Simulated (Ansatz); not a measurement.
# CaAl2Pb2: relaxing a made-up structure, part 2 of 2

This structure for CaAl2Pb2 is made up. Its elements were placed in a known structure type with a cell scaled to their sizes. What cell does the guess relax to, and how far off was it?

Ansatz 0.2.0; DFT, PBE, plane-wave PAW, files of the set soft_1, scalar-relativistic, no spin, cell and ions relaxed at zero pressure; PAW set soft_1 (the session's first sound run).

So far: Set-up; Relaxation of the guess. The relaxed cell has a = 4.601, c = 7.671 Å (conventional setting).

### 3. Bands of the relaxed cell

A second self-consistent run takes a narrower smearing and the mesh shown in its input; the bands follow along the standard path of the relaxed lattice.

This step: DFT, PBE, plane-wave PAW, files of the set soft_1, scalar-relativistic, no spin, bands and density of states at the relaxed cell; PAW set soft_1 (Ansatz 0.2.0).

Input file input.yaml:

```yaml
crystal:
  lattice:
    - [4.6005714534, 0.0, 0.0]
    - [-2.3002857267, 3.9842117505, 0.0]
    - [0.0, 0.0, 7.6705726121]
  atoms:
    - { symbol: Pb, position: [0.6666666667, 0.3333333333, 0.7564228317] }
    - { symbol: Pb, position: [0.3333333333, 0.6666666667, 0.2435771683] }
    - { symbol: Ca, position: [0.0, 0.0, 0.0] }
    - { symbol: Al, position: [0.6666666667, 0.3333333333, 0.379032254] }
    - { symbol: Al, position: [0.3333333333, 0.6666666667, 0.620967746] }
kpoints:
  mp_grid: { grid: [8, 8, 4] }
  band_path:
    path:
      - [[0.0, 0.0, 0.0], [0.5, 0.0, 0.0], [0.33333333, 0.33333333, 0.0], [0.0, 0.0, 0.0], [0.0, 0.0, 0.5], [0.5, 0.0, 0.5], [0.33333333, 0.33333333, 0.5], [0.0, 0.0, 0.5]]
      - [[0.5, 0.0, 0.5], [0.5, 0.0, 0.0]]
      - [[0.33333333, 0.33333333, 0.0], [0.33333333, 0.33333333, 0.5]]
    npoints: 8
scf:
  occupations: { method: fermi_dirac, width: 0.03 }
  n_extra_bands: 9
hamiltonian:
  xc: pbe
  pseudopotentials: { kind: paw, azcp: { folder: soft_1 } }
output:
  forces: true
  stress: true
  write_bands: true
  dos: { projected: true }
  write_density: true
  write_potential: true
  elf: true
  volumetric_format: npy
```

Started as:

```bash
$ ansatz run input.yaml --threads 4 --pin off --max-ram 8192MiB --backend cpu --events-out ev --progress --plain --runs-dir out
```

Numbers of over 12 decimals in the logs are rounded to 6 here.

Output:

```text
[...]
Crystal: 5 atoms, lattice volume = 140.599 Å³
Basis set: ecut = 420 eV, 2779 PW (Γ), exchange–correlation on 64×64×108 points (8 copies of the dense FFT grid, shifted against one another)
Bands: 31, of which v1, the nominal top of the filled ones, is band 22 counted from 1 (21 counted from 0)
Symmetry: 12 space group operations
[...]
k-points: 35 of 256
[...]
SCF iter   1: F=—  HF=-26712.313159 eV  |F-HF|=—  |Δ(HF+E_count)|=         —  Δρ=5.73e-2  dr2=1.65e1  ethr=3.10e-3  ⟨swp⟩=10.9  Hψ=7039  notcnv=0
[...]
SCF iter  10: F=-26709.741305 eV  HF=-26709.741305 eV  |F-HF|=5.31e-10  |Δ(HF+E_count)|=   4.77e-8  Δρ=1.36e-6  dr2=3.80e-9  ethr=2.27e-10  ⟨swp⟩=9.5  Hψ=6370  notcnv=0
SCF 1 converged in 10 iterations: F = -26709.741305 eV  dr2 = 3.80e-9
[...]
NSCF: frozen V_eff on 75 k-points
SCF converged after 10 iterations
Free energy (F): -26709.741305 eV
[...]
Internal energy: -26709.738559 eV  (E = F + TS)
E sigma→0 (E₀):  -26709.739932 eV
Entropy (-TS):   -0.002745 eV (-0.549 meV/atom)
Fermi energy:    7.981434 eV
[...]
--- Forces (eV/Å), atoms counted from 1 ---
  atom   1  Pb    -0.00000000     0.00000000     0.00225461
  atom   2  Pb    -0.00000000    -0.00000000    -0.00225461
  atom   3  Ca     0.00000000     0.00000000     0.00000000
  atom   4  Al    -0.00000000     0.00000000    -0.03643979
  atom   5  Al     0.00000000    -0.00000000     0.03643979
  max |Σ_I F_I| component: 9.25e-18 eV/Å
--- Stress (GPa, compression-positive) ---
       -0.024829       0.000000       0.000000
        0.000000      -0.024829      -0.000000
        0.000000      -0.000000       0.003063
  P = ⅓ Tr σ = -0.0155 GPa (-0.155 kbar)
--- Band table (eV; the first three rows and the last of 35) ---
  k-point 0: bands = [... 18 lower, 6.8278, 6.9130, 8.5062, 8.6617, 8.6617, 8.7082, 9.4562, 9.8296, ... 5 higher]
  k-point 1: bands = [... 18 lower, 6.9703, 6.9703, 7.0596, 8.1538, 8.1538, 9.0432, 9.8941, 9.8941, ... 5 higher]
  k-point 2: bands = [... 18 lower, 7.0391, 7.2536, 7.2536, 7.6447, 7.6447, 8.8948, 9.7783, 9.7783, ... 5 higher]
  k-point 34: bands = [... 18 lower, 4.6419, 5.3380, 6.2699, 6.6385, 8.7532, 8.8511, 10.3848, 10.7289, ... 5 higher]
```

Run time: 5.2 s. Hardware: 4 threads of Arm Neoverse V2, shared host; peak memory 0.5 GiB; 20 s of CPU time.

In the SCF lines HF is the Harris–Foulkes energy and dr2 the Hartree energy of the density residual, in eV; the loop may stop once dr2 is under the threshold and the program's other checks hold. Hψ counts applications of the Hamiltonian.

Numbers from this step:

| Item | Value |
| --- | --- |
| free energy | -26709.7413 eV |
| energy at zero smearing | -26709.7399 eV |
| smearing term TS | 0.002745 eV |
| Fermi energy | 7.981 eV |
| pressure | -0.01553 GPa |

From bands.tsv, the bands that come nearest the Fermi level along the path, at its corners, in eV from the Fermi level:

```
point  band 19  band 20  band 21  band 22  band 23  band 24  band 25  band 26
    Γ    -1.15    -1.07     0.52     0.68     0.68     0.73     1.47     1.85
    M    -3.01    -2.22    -2.14    -0.97    -0.28     1.89     1.93     2.60
    K    -3.84    -2.43    -2.43    -2.03     1.08     2.20     2.20     2.76
    Γ    -1.15    -1.07     0.52     0.68     0.68     0.73     1.47     1.85
    A    -0.94    -0.73    -0.73    -0.34    -0.34     0.91     1.80     1.80
    L    -2.28    -2.16    -1.08    -0.89     0.13     0.65     0.90     1.07
    H    -3.47    -2.79    -1.53    -1.53     0.85     0.85     2.64     2.66
    A    -0.94    -0.73    -0.73    -0.34    -0.34     0.91     1.80     1.80
    L    -2.28    -2.16    -1.08    -0.89     0.13     0.65     0.90     1.07
    M    -3.01    -2.22    -2.14    -0.97    -0.28     1.89     1.93     2.60
    K    -3.84    -2.43    -2.43    -2.03     1.08     2.20     2.20     2.76
    H    -3.47    -2.79    -1.53    -1.53     0.85     0.85     2.64     2.66
```

Counts of states for the cell as run, both spins, by energy window (eV from the Fermi level):

| from | to | total |
| --- | --- | --- |
| -8 | -7 | 0.00 |
| -7 | -6 | 0.00 |
| -6 | -5 | 1.46 |
| -5 | -4 | 2.07 |
| -4 | -3 | 0.88 |
| -3 | -2 | 2.89 |
| -2 | -1 | 3.29 |
| -1 | 0 | 1.36 |
| 0 | 1 | 2.01 |
| 1 | 2 | 3.70 |

A further 32.0 states lie below the table's range.

Valence density in the ac plane at fractional y = 0.333, with atoms of Pb and Al within 0.2 Å of it. It is the smooth field of the valence electrons, not physical close to the nuclei.

Values in e/Å³, 23 rows by 14 columns, each cell a mean:
```
0.1 0.1 0.1 0.1 0.1 0.1 0.1 0.1 0.1 0.1 0.1 0.1 0.1 0.1
0.1 0.1 0.1 0.1 0.1 0.1 0.1 0.2 0.3 0.3 0.3 0.2 0.1 0.1
0.1 0.1 0.1 0.1 0.1 0.1 0.2 0.4 0.7 1.0 0.8 0.5 0.3 0.1
0.1 0.1 0.1 0.1 0.1 0.2 0.4 1.1 2.4 3.3 2.7 1.3 0.5 0.2
0.1 0.1 0.1 0.1 0.1 0.2 0.6 2.1 4.7 6.5 5.4 2.6 0.9 0.3
0.2 0.1 0.1 0.1 0.1 0.3 0.6 2.5 5.6 7.7 6.3 3.0 1.0 0.3
0.2 0.1 0.1 0.1 0.1 0.2 0.5 1.7 3.9 5.3 4.4 2.1 0.7 0.3
0.1 0.1 0.1 0.1 0.1 0.2 0.3 0.7 1.5 2.1 1.8 0.9 0.4 0.2
0.1 0.1 0.1 0.1 0.1 0.1 0.2 0.3 0.5 0.6 0.6 0.4 0.2 0.2
0.1 0.1 0.1 0.1 0.1 0.1 0.1 0.2 0.2 0.3 0.3 0.2 0.2 0.1
0.1 0.1 0.1 0.1 0.1 0.1 0.1 0.2 0.2 0.2 0.2 0.2 0.1 0.1
0.1 0.1 0.1 0.1 0.1 0.1 0.1 0.2 0.2 0.2 0.2 0.2 0.1 0.1
0.1 0.1 0.1 0.1 0.1 0.1 0.1 0.2 0.1 0.1 0.1 0.2 0.2 0.1
0.1 0.1 0.1 0.1 0.1 0.1 0.2 0.2 0.1 0.1 0.1 0.1 0.2 0.1
0.1 0.1 0.1 0.1 0.1 0.2 0.2 0.2 0.1 0.1 0.1 0.2 0.2 0.2
0.2 0.2 0.2 0.2 0.2 0.2 0.2 0.2 0.1 0.1 0.1 0.2 0.2 0.2
0.2 0.2 0.2 0.2 0.2 0.2 0.2 0.2 0.2 0.2 0.2 0.2 0.2 0.2
0.2 0.2 0.2 0.2 0.2 0.1 0.1 0.1 0.1 0.1 0.1 0.1 0.1 0.1
0.1 0.2 0.2 0.2 0.1 0.1 0.1 0.1 0.1 0.1 0.1 0.1 0.1 0.1
0.1 0.1 0.2 0.1 0.1 0.1 0.1 0.1 0.0 0.0 0.0 0.1 0.1 0.1
0.1 0.1 0.1 0.1 0.1 0.1 0.1 0.0 0.0 0.0 0.0 0.0 0.0 0.1
0.1 0.1 0.1 0.1 0.1 0.1 0.0 0.0 0.0 0.0 0.0 0.0 0.0 0.0
0.1 0.1 0.1 0.1 0.1 0.1 0.0 0.1 0.1 0.1 0.1 0.1 0.0 0.0
```
Columns run along a (4.6 Å), rows up along c (7.7 Å). Atoms in or near the plane, at fractional coordinates: Pb at (0.67, 0.76), Al at (0.67, 0.38).

Electrostatic potential energy in the ac plane at fractional y = 0.333, with atoms of Pb and Al within 0.2 Å of it. With pseudopotentials it is smooth inside the atoms' cores, unlike the true potential.

Ten even steps from '_' (-32 eV) to '@' (11 eV), each cell a mean:
```
@@%%%%%%@@@@@@@@@@@@@@@@@@@@
@@@@@@@@@@@@@@@@%%%%%%@@@@@@
@@@@@@@@@@@@%%##++====##%%@@
@@@@@@@@@@@@##--______::**%%
@@@@@@@@@@%%**____..____==%%
@@@@@@@@@@%%++____..____==%%
@@@@@@@@@@%%**..________++%%
@@@@@@@@@@@@%%++..__..==##@@
@@@@@@@@@@@@@@%%**++**%%@@@@
@@@@@@@@@@@@@@@@%%%%%%@@@@@@
@@@@@@@@@@@@@@@@%%%%%%%%@@@@
@@@@@@@@@@@@@@##**++**##%%@@
@@@@@@@@@@@@%%++++****++##@@
@@@@@@@@@@@@##++%%@@@@++**%%
@@@@@@@@@@@@##++%%@@%%++**%%
@@@@@@@@@@@@%%++**##**++##@@
@@@@%%@@@@@@@@##**++**##%%@@
@@@@%%%%@@@@@@@@%%%%%%@@@@@@
@@@@%%@@@@@@@@@@@@@@@@@@@@@@
@@@@@@@@@@@@@@@@@@@@@@@@@@@@
@@@@@@@@@@@@@@@@@@@@@@@@@@@@
@@%%%%%%@@@@@@@@@@@@@@@@@@@@
@@%%%%%%@@@@@@@@@@@@@@@@@@@@
```
Columns run along a (4.6 Å; values clipped at the 3rd and 97th percentile), rows up along c (7.7 Å). Atoms in or near the plane, at fractional coordinates: Pb at (0.67, 0.76), Al at (0.67, 0.38).

ELF in the ac plane at fractional y = 0.333, with atoms of Pb and Al within 0.2 Å of it. It is the smooth field of the valence electrons, not physical close to the nuclei.

Ten even steps from '_' (0.01) to '@' (0.72), each cell a mean:
```
__________..--++********==::
..______..--**************==
--..__..--++****++++++******
++--::::==**++++==----++++**
++==--==++++++==..____==++++
**++++++**++++==______--++++
**********++++==::....==++++
************++============++
****++++****++==========++++
++======++++++**********++++
==------====**##@@@@@@%%**++
==--------++**%%%%%%%%%%##++
==------==++##**--::--++##**
++==----++##%%==..++..--####
**======++%%@@**..++..==@@%%
**++====**##@@%%--..::##@@%%
**++++++**##%%@@##++**@@@@##
**++++++****####******####**
**********++++==========++++
++++++++++==--::::....::--==
::::::::::::::....__......::
............................
____________..::------::::..
```
Columns run along a (4.6 Å), rows up along c (7.7 Å). Atoms in or near the plane, at fractional coordinates: Pb at (0.67, 0.76), Al at (0.67, 0.38).

### 4. Outcome

```yaml
space_group_relaxed: P-3m1
conventional_cell: a = 4.601, b = 4.601, c = 7.671 Å; α = 90.0°, β = 90.0°, γ = 120.0°
volume_per_atom: 28.12 Å³ (guess 27.81)
```

In words: CaAl2Pb2 relaxes to P-3m1 with a = 4.601, b = 4.601 and c = 7.671 Å. The guessed volume was near the relaxed one. The space group P-3m1 was held in the relaxation, so the end point is a stationary structure within it and may be a saddle against distortions or other arrangements. Bands cross the Fermi level, so it is a metal or semimetal at this level. On the 8×8×4 mesh with the narrower smearing (relaxed on 7×7×4) the largest force component is 0.036 eV/Å and the largest stress component is 0.025 GPa, against the relaxation's thresholds of 0.015 eV/Å and 0.05 GPa. The cutoff wasn't tested. Spin-orbit coupling is left out, which can matter for elements this heavy. No dispersion term is used, so weakly bound directions may come out too long. Nothing here tests whether the compound is stable against decomposition.

[Logs are printed without paths, hosts, clocks, repeated set-up lines and the standing remarks that a program may print on its own settings, such as how far it seeks lower states.]

[Hosts, paths, dates, database ids (printed as entryN), source tags and the programs' standing remarks are cut or masked in the printed files.]
